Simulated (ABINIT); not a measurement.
## SnO2 (Cassiterite): a self-consistent loop beyond G0W0, cycle by cycle

Aim: iterate the self-energy on SnO2 (Cassiterite) and follow the gap from cycle to cycle.

Method: PBE and many-body steps on it, plane waves, in ABINIT 10.8.3.

**The experiments to reproduce.**

- Gap 3.6 eV: experimental gap quoted from earlier work; bulk crystal (quoted in “Study on the Photocatalytic Properties of Flower-Shaped SnO2”, 2022, pmc:9565917).

This is a report of a sequence of runs, with most program output left out.

## (1) Set-up

Symmetry: P4_2/mnm, No. 136, tetragonal system. Conventional cell: a = 4.738 Å, b = 4.738 Å, c = 3.187 Å, α = 90.00°, β = 90.00°, γ = 90.00°. Nearest to Sn lie 6 O at 2.05 to 2.06 Å. Nearest to O lie 3 Sn at 2.05 to 2.06 Å. Farther neighbours and most contacts between anions are not listed.

The cell and positions come from the Crystallography Open Database and are kept as given unless a step says otherwise.

## (2) Empty states on the mesh, 2×2×4 mesh, 69 bands

This step: ABINIT 10.8.3; DFT, PBE, plane waves, norm-conserving pseudopotentials.

The sums over transitions need many empty states on a uniform mesh; this step solves for them.

run.abi

```
acell 3*1.0 Angstrom
rprim 
  4.738000000000 0.000000000000 0.000000000000
  0.000000000000 4.738000000000 0.000000000000
  0.000000000000 0.000000000000 3.186500000000
ntypat 2
znucl 50 8
natom 6
typat 1 1 2 2 2 2
xred 
  0.000000000000 0.000000000000 0.000000000000
  0.500000000000 0.500000000000 0.500000000000
  0.307100000000 0.307100000000 0.000000000000
  0.192900000000 0.807100000000 0.500000000000
  0.692900000000 0.692900000000 0.000000000000
  0.807100000000 0.192900000000 0.500000000000
pp_dirpath "pseudos"
pseudos "Sn.upf, O.upf"
ecut 42
ngkpt 2 2 4
nshiftk 1
shiftk 0 0 0
kptopt 1
chksymbreak 0
iscf -2
irdden 1
istwfk *1
nband 69
nbdbuf 6
tolwfr 1e-09
nstep 60
prtvol 0
indata_prefix "in"
outdata_prefix "out"
tmpdata_prefix "tmp"
```

Run with:

```
$ OMP_NUM_THREADS=1 mpirun -n 8 abinit run.abi > log
```

Elapsed: 22 s, on 8 MPI ranks of Arm Neoverse V1, shared host; peak memory 0.58 GiB; 2.9 min of CPU time.

This step gave:

```
gap                                                           : 1.284 eV
k of the valence top                                          : 0, 0, 0
k of the conduction bottom                                    : 0, 0, 0
least direct gap                                              : 1.284 eV
k points computed                                             : 9
lowest point of the top converged band, above the valence top : 27.03 eV
```

On this mesh the gap is 1.284 eV.

The density comes from a self-consistent run that is not shown.

## (3) Screening, 2×2×4 mesh, 63 bands, screening to 87.1 eV

The RPA dielectric matrix is built and inverted for each q.

This step: RPA screening on PBE, plane waves, norm-conserving pseudopotentials.

Edit run.abi of step 2 so:

```diff
@@ -24,10 +24,11 @@
 chksymbreak 0
-iscf -2
-irdden 1
 istwfk *1
-nband 69
-nbdbuf 6
-tolwfr 1e-09
-nstep 60
-prtvol 0
+occopt 1
+irdwfk 1
+optdriver 3
+nband 63
+ecuteps 3.2
+inclvkb 2
+awtr 1
+symchi 1
 indata_prefix "in"
```

Run time: 15 s. Hardware: 8 MPI ranks; peak memory 2.5 GiB.

This step gave:

```yaml
eps_infinity_with_local_fields_on_this_mesh_along_the_program_s_q_direction: 5.059
the_same_without_local_fields: 5.221
plasma_frequency: 36.20 eV
plane_waves_in_the_screening_matrix: 137
```

Local fields lower ε∞ by 3 %. On a Γ-centred mesh this coarse the value itself is usually too large, while a short band sum pulls it down.

## (4) G0W0

The self-energy is evaluated for the states that the input lists, and the levels follow from it, in one-shot runs by the linearised quasiparticle equation.

This step: G0W0 on PBE, plane waves, norm-conserving pseudopotentials.

Edit run.abi of step 3 so:

```diff
@@ -27,8 +27,15 @@
 irdwfk 1
-optdriver 3
+optdriver 4
 nband 63
+gwcalctyp 0
+ecutsigx 42
+symsigma 1
+nkptgw 1
+kptgw 
+  0.0000000000 0.0000000000 0.0000000000
+bdgw 
+  32 36
 ecuteps 3.2
-inclvkb 2
-awtr 1
-symchi 1
+irdscr 1
+ppmodel 1
 indata_prefix "in"
```

It took 3.5 s on 8 MPI ranks; peak memory 1.3 GiB; 27 s of CPU time.

Numbers from this step:

```
G0W0 gap on the points computed              : 2.881 eV
starting gap on the mesh                     : 1.284 eV
k of the valence top                         : 0, 0, 0
k of the conduction bottom                   : 0, 0, 0
Z at the valence top                         : 0.783
Z at the conduction bottom                   : 0.843
least direct G0W0 gap on the computed points : 2.881 eV
```

The gap on the mesh goes from 1.28 eV to 2.88 eV, a correction of +1.60 eV.

## (5) QSGW, cycle 1

This step: QSGW on PBE, plane waves, norm-conserving pseudopotentials.

Edit run.abi of step 4 so:

```diff
@@ -29,10 +29,26 @@
 nband 63
-gwcalctyp 0
+gwcalctyp 28
 ecutsigx 42
-symsigma 1
-nkptgw 1
+symsigma 0
+nkptgw 9
 kptgw 
   0.0000000000 0.0000000000 0.0000000000
+  0.5000000000 0.0000000000 0.0000000000
+  0.5000000000 0.5000000000 0.0000000000
+  0.0000000000 0.0000000000 0.2500000000
+  0.5000000000 0.0000000000 0.2500000000
+  0.5000000000 0.5000000000 0.2500000000
+  0.0000000000 0.0000000000 0.5000000000
+  0.5000000000 0.0000000000 0.5000000000
+  0.5000000000 0.5000000000 0.5000000000
 bdgw 
-  32 36
+  23 40
+  23 40
+  23 40
+  23 40
+  23 40
+  23 40
+  23 40
+  23 40
+  23 40
 ecuteps 3.2
@@ -40,2 +56,3 @@
 ppmodel 1
+rhoqpmix 0.3
 indata_prefix "in"
```

Elapsed: 35 s, on 8 MPI ranks; peak memory 3.5 GiB; 4.6 min of CPU time.

Numbers from this step:

| Property | Result |
| --- | --- |
| quasiparticle gap on the mesh | 3.134 eV |
| gap of the density functional on the mesh | 1.284 eV |
| k of the valence top | 0, 0, 0 |
| k of the conduction bottom | 0, 0, 0 |
| Z at the valence top | 1 |
| Z at the conduction bottom | 1 |
| least direct quasiparticle gap on the computed points | 3.134 eV |

Against G0W0 in ABINIT (2×2×4 mesh, 63 bands, screening to 87.1 eV, Godby-Needs plasmon pole), the gap moves by +0.253 eV.

## (6) Screening, 2×2×4 mesh, 63 bands, screening to 87.1 eV

This step: RPA screening on PBE, plane waves, norm-conserving pseudopotentials.

run.abi

```
acell 3*1.0 Angstrom
rprim 
  4.738000000000 0.000000000000 0.000000000000
  0.000000000000 4.738000000000 0.000000000000
  0.000000000000 0.000000000000 3.186500000000
ntypat 2
znucl 50 8
natom 6
typat 1 1 2 2 2 2
xred 
  0.000000000000 0.000000000000 0.000000000000
  0.500000000000 0.500000000000 0.500000000000
  0.307100000000 0.307100000000 0.000000000000
  0.192900000000 0.807100000000 0.500000000000
  0.692900000000 0.692900000000 0.000000000000
  0.807100000000 0.192900000000 0.500000000000
pp_dirpath "pseudos"
pseudos "Sn.upf, O.upf"
ecut 42
ngkpt 2 2 4
nshiftk 1
shiftk 0 0 0
kptopt 1
chksymbreak 0
istwfk *1
occopt 1
irdwfk 1
optdriver 3
nband 63
ecuteps 3.2
inclvkb 2
awtr 1
symchi 1
gwcalctyp 28
mbpt_sciss 2.816 eV
nqptdm 1
qptdm 
  0 0 0
indata_prefix "in"
outdata_prefix "out"
tmpdata_prefix "tmp"
```

Wall time 9.7 s (8 MPI ranks); peak memory 2.5 GiB; 77 s of CPU time.

Numbers from this step:

* ε∞ with local fields, on this mesh, along the program's q direction: 3.842
* the same without local fields: 3.941
* plasma frequency: 36.20 eV
* plane waves in the screening matrix: 137

This screening uses the functional's bands under a rigid shift, the mean opening of the cycle before.

## (7) Screening, 2×2×4 mesh, 63 bands, screening to 87.1 eV

This step: RPA screening on PBE from quasiparticle energies and orbitals, plane waves, norm-conserving pseudopotentials.

Edit run.abi of step 6 so:

```diff
@@ -33,7 +33,14 @@
 symchi 1
+irdqps 1
 gwcalctyp 28
-mbpt_sciss 2.816 eV
-nqptdm 1
+nqptdm 8
 qptdm 
-  0 0 0
+  0.5000000000 0.0000000000 0.0000000000
+  0.5000000000 0.5000000000 0.0000000000
+  0.0000000000 0.0000000000 0.2500000000
+  0.5000000000 0.0000000000 0.2500000000
+  0.5000000000 0.5000000000 0.2500000000
+  0.0000000000 0.0000000000 0.5000000000
+  0.5000000000 0.0000000000 0.5000000000
+  0.5000000000 0.5000000000 0.5000000000
 indata_prefix "in"
```

mrgscr.stdin

```
2
merged
q0_SCR
out_SCR
1
```

Run with:

```
$ OMP_NUM_THREADS=1 mpirun -n 8 abinit run.abi > log; mrgscr < mrgscr.stdin
```

Run time: 8.6 s. Hardware: 8 MPI ranks; peak memory 2 GiB.

This step gave:

```yaml
plasma_frequency: 36.20 eV
plane_waves_in_the_screening_matrix: 137
```

This screening reads the quasiparticle levels of the cycle before.

## (8) QSGW, cycle 2

The corrected levels of the last cycle go back in.

This step: QSGW on PBE, plane waves, norm-conserving pseudopotentials.

Edit run.abi of step 7 so:

```diff
@@ -27,12 +27,10 @@
 irdwfk 1
-optdriver 3
+optdriver 4
 nband 63
-ecuteps 3.2
-inclvkb 2
-awtr 1
-symchi 1
-irdqps 1
 gwcalctyp 28
-nqptdm 8
-qptdm 
+ecutsigx 42
+symsigma 0
+nkptgw 9
+kptgw 
+  0.0000000000 0.0000000000 0.0000000000
   0.5000000000 0.0000000000 0.0000000000
@@ -45,2 +43,17 @@
   0.5000000000 0.5000000000 0.5000000000
+bdgw 
+  23 40
+  23 40
+  23 40
+  23 40
+  23 40
+  23 40
+  23 40
+  23 40
+  23 40
+ecuteps 3.2
+irdscr 1
+ppmodel 1
+irdqps 1
+rhoqpmix 0.3
 indata_prefix "in"
```

Run with:

```
$ OMP_NUM_THREADS=1 mpirun -n 8 abinit run.abi > log
```

Wall time 35 s (8 MPI ranks); peak memory 3.5 GiB.

This step gave:

| Property | Result |
| --- | --- |
| quasiparticle gap on the mesh | 3.584 eV |
| gap of the density functional on the mesh | 1.284 eV |
| k of the valence top | 0, 0, 0 |
| k of the conduction bottom | 0, 0, 0 |
| least direct quasiparticle gap on the computed points | 3.584 eV |

Against the cycle before, the gap moves by +0.450 eV.

## (9) Screening, 2×2×4 mesh, 63 bands, screening to 87.1 eV

This step: RPA screening on PBE, plane waves, norm-conserving pseudopotentials.

run.abi

```
acell 3*1.0 Angstrom
rprim 
  4.738000000000 0.000000000000 0.000000000000
  0.000000000000 4.738000000000 0.000000000000
  0.000000000000 0.000000000000 3.186500000000
ntypat 2
znucl 50 8
natom 6
typat 1 1 2 2 2 2
xred 
  0.000000000000 0.000000000000 0.000000000000
  0.500000000000 0.500000000000 0.500000000000
  0.307100000000 0.307100000000 0.000000000000
  0.192900000000 0.807100000000 0.500000000000
  0.692900000000 0.692900000000 0.000000000000
  0.807100000000 0.192900000000 0.500000000000
pp_dirpath "pseudos"
pseudos "Sn.upf, O.upf"
ecut 42
ngkpt 2 2 4
nshiftk 1
shiftk 0 0 0
kptopt 1
chksymbreak 0
istwfk *1
occopt 1
irdwfk 1
optdriver 3
nband 63
ecuteps 3.2
inclvkb 2
awtr 1
symchi 1
gwcalctyp 28
mbpt_sciss 3.179 eV
nqptdm 1
qptdm 
  0 0 0
indata_prefix "in"
outdata_prefix "out"
tmpdata_prefix "tmp"
```

It took 9.4 s on 8 MPI ranks; peak memory 2.5 GiB; 75 s of CPU time.

Numbers from this step:

```yaml
eps_infinity_with_local_fields_on_this_mesh_along_the_program_s_q_direction: 3.746
the_same_without_local_fields: 3.841
plasma_frequency: 36.20 eV
plane_waves_in_the_screening_matrix: 137
```

This screening uses the functional's bands under a rigid shift, the mean opening of the cycle before.

## (10) Screening, 2×2×4 mesh, 63 bands, screening to 87.1 eV

This step: RPA screening on PBE from quasiparticle energies and orbitals, plane waves, norm-conserving pseudopotentials.

Edit run.abi of step 9 so:

```diff
@@ -33,7 +33,14 @@
 symchi 1
+irdqps 1
 gwcalctyp 28
-mbpt_sciss 3.179 eV
-nqptdm 1
+nqptdm 8
 qptdm 
-  0 0 0
+  0.5000000000 0.0000000000 0.0000000000
+  0.5000000000 0.5000000000 0.0000000000
+  0.0000000000 0.0000000000 0.2500000000
+  0.5000000000 0.0000000000 0.2500000000
+  0.5000000000 0.5000000000 0.2500000000
+  0.0000000000 0.0000000000 0.5000000000
+  0.5000000000 0.0000000000 0.5000000000
+  0.5000000000 0.5000000000 0.5000000000
 indata_prefix "in"
```

mrgscr.stdin is that of step 7.

Run with:

```
$ OMP_NUM_THREADS=1 mpirun -n 8 abinit run.abi > log; mrgscr < mrgscr.stdin
```

It took 8.4 s on 8 MPI ranks; peak memory 2 GiB; 67 s of CPU time.

Numbers from this step:

| Quantity | Value |
| --- | --- |
| plasma frequency | 36.20 eV |
| plane waves in the screening matrix | 137 |

This screening reads the quasiparticle levels of the cycle before.

## (11) QSGW, cycle 3

This step: QSGW on PBE, plane waves, norm-conserving pseudopotentials.

Edit run.abi of step 10 so:

```diff
@@ -27,12 +27,10 @@
 irdwfk 1
-optdriver 3
+optdriver 4
 nband 63
-ecuteps 3.2
-inclvkb 2
-awtr 1
-symchi 1
-irdqps 1
 gwcalctyp 28
-nqptdm 8
-qptdm 
+ecutsigx 42
+symsigma 0
+nkptgw 9
+kptgw 
+  0.0000000000 0.0000000000 0.0000000000
   0.5000000000 0.0000000000 0.0000000000
@@ -45,2 +43,17 @@
   0.5000000000 0.5000000000 0.5000000000
+bdgw 
+  23 40
+  23 40
+  23 40
+  23 40
+  23 40
+  23 40
+  23 40
+  23 40
+  23 40
+ecuteps 3.2
+irdscr 1
+ppmodel 1
+irdqps 1
+rhoqpmix 0.3
 indata_prefix "in"
```

Run with:

```
$ OMP_NUM_THREADS=1 mpirun -n 8 abinit run.abi > log
```

It took 35 s on 8 MPI ranks; peak memory 3.5 GiB; 4.6 min of CPU time.

This step gave:

```
quasiparticle gap on the mesh                         : 3.696 eV
gap of the density functional on the mesh             : 1.284 eV
k of the valence top                                  : 0, 0, 0
k of the conduction bottom                            : 0, 0, 0
least direct quasiparticle gap on the computed points : 3.696 eV
```

Against the cycle before, the gap moves by +0.112 eV.

## (12) Screening, 2×2×4 mesh, 63 bands, screening to 87.1 eV

This step: RPA screening on PBE, plane waves, norm-conserving pseudopotentials.

run.abi

```
acell 3*1.0 Angstrom
rprim 
  4.738000000000 0.000000000000 0.000000000000
  0.000000000000 4.738000000000 0.000000000000
  0.000000000000 0.000000000000 3.186500000000
ntypat 2
znucl 50 8
natom 6
typat 1 1 2 2 2 2
xred 
  0.000000000000 0.000000000000 0.000000000000
  0.500000000000 0.500000000000 0.500000000000
  0.307100000000 0.307100000000 0.000000000000
  0.192900000000 0.807100000000 0.500000000000
  0.692900000000 0.692900000000 0.000000000000
  0.807100000000 0.192900000000 0.500000000000
pp_dirpath "pseudos"
pseudos "Sn.upf, O.upf"
ecut 42
ngkpt 2 2 4
nshiftk 1
shiftk 0 0 0
kptopt 1
chksymbreak 0
istwfk *1
occopt 1
irdwfk 1
optdriver 3
nband 63
ecuteps 3.2
inclvkb 2
awtr 1
symchi 1
gwcalctyp 28
mbpt_sciss 3.283 eV
nqptdm 1
qptdm 
  0 0 0
indata_prefix "in"
outdata_prefix "out"
tmpdata_prefix "tmp"
```

Wall time 9.6 s (8 MPI ranks); peak memory 2.5 GiB.

This step gave:

| Quantity | Value |
| --- | --- |
| ε∞ with local fields, on this mesh, along the program's q direction | 3.720 |
| the same without local fields | 3.813 |
| plasma frequency | 36.20 eV |
| plane waves in the screening matrix | 137 |

This screening uses the functional's bands under a rigid shift, the mean opening of the cycle before.

## (13) Screening, 2×2×4 mesh, 63 bands, screening to 87.1 eV

This step: RPA screening on PBE from quasiparticle energies and orbitals, plane waves, norm-conserving pseudopotentials.

Edit run.abi of step 12 so:

```diff
@@ -33,7 +33,14 @@
 symchi 1
+irdqps 1
 gwcalctyp 28
-mbpt_sciss 3.283 eV
-nqptdm 1
+nqptdm 8
 qptdm 
-  0 0 0
+  0.5000000000 0.0000000000 0.0000000000
+  0.5000000000 0.5000000000 0.0000000000
+  0.0000000000 0.0000000000 0.2500000000
+  0.5000000000 0.0000000000 0.2500000000
+  0.5000000000 0.5000000000 0.2500000000
+  0.0000000000 0.0000000000 0.5000000000
+  0.5000000000 0.0000000000 0.5000000000
+  0.5000000000 0.5000000000 0.5000000000
 indata_prefix "in"
```

mrgscr.stdin is that of step 10.

Run with:

```
$ OMP_NUM_THREADS=1 mpirun -n 8 abinit run.abi > log; mrgscr < mrgscr.stdin
```

Wall time 8.8 s (8 MPI ranks); peak memory 2 GiB; 70 s of CPU time.

This step gave:

```
plasma frequency                    : 36.20 eV
plane waves in the screening matrix : 137
```

This screening reads the quasiparticle levels of the cycle before.

[end of part 1 of 2]

[Paths, hosts, dates, memory and timing lines, banners, echoed tables and standing remarks are left out of the program output.]

[Logs are printed without paths, hosts, clocks, repeated set-up lines and the standing remarks that a program may print on its own settings, such as how far it seeks lower states.]

[Runs of the session that timed out or met a known fault of the program may be left out.]

[Hosts, paths, dates, database ids (printed as entryN), source tags and the programs' standing remarks are cut or masked in the printed files.]

[G0W0 gaps are taken among the corrected bands and points alone; a level outside them can change the order at an edge.]

[Where Ansatz stands beside ABINIT at settings called matched, ABINIT's density can come from a denser mesh and the files from another edition; pairs whose starting gaps differed by over 0.03 eV were left out, so agreement reads better than it is.]
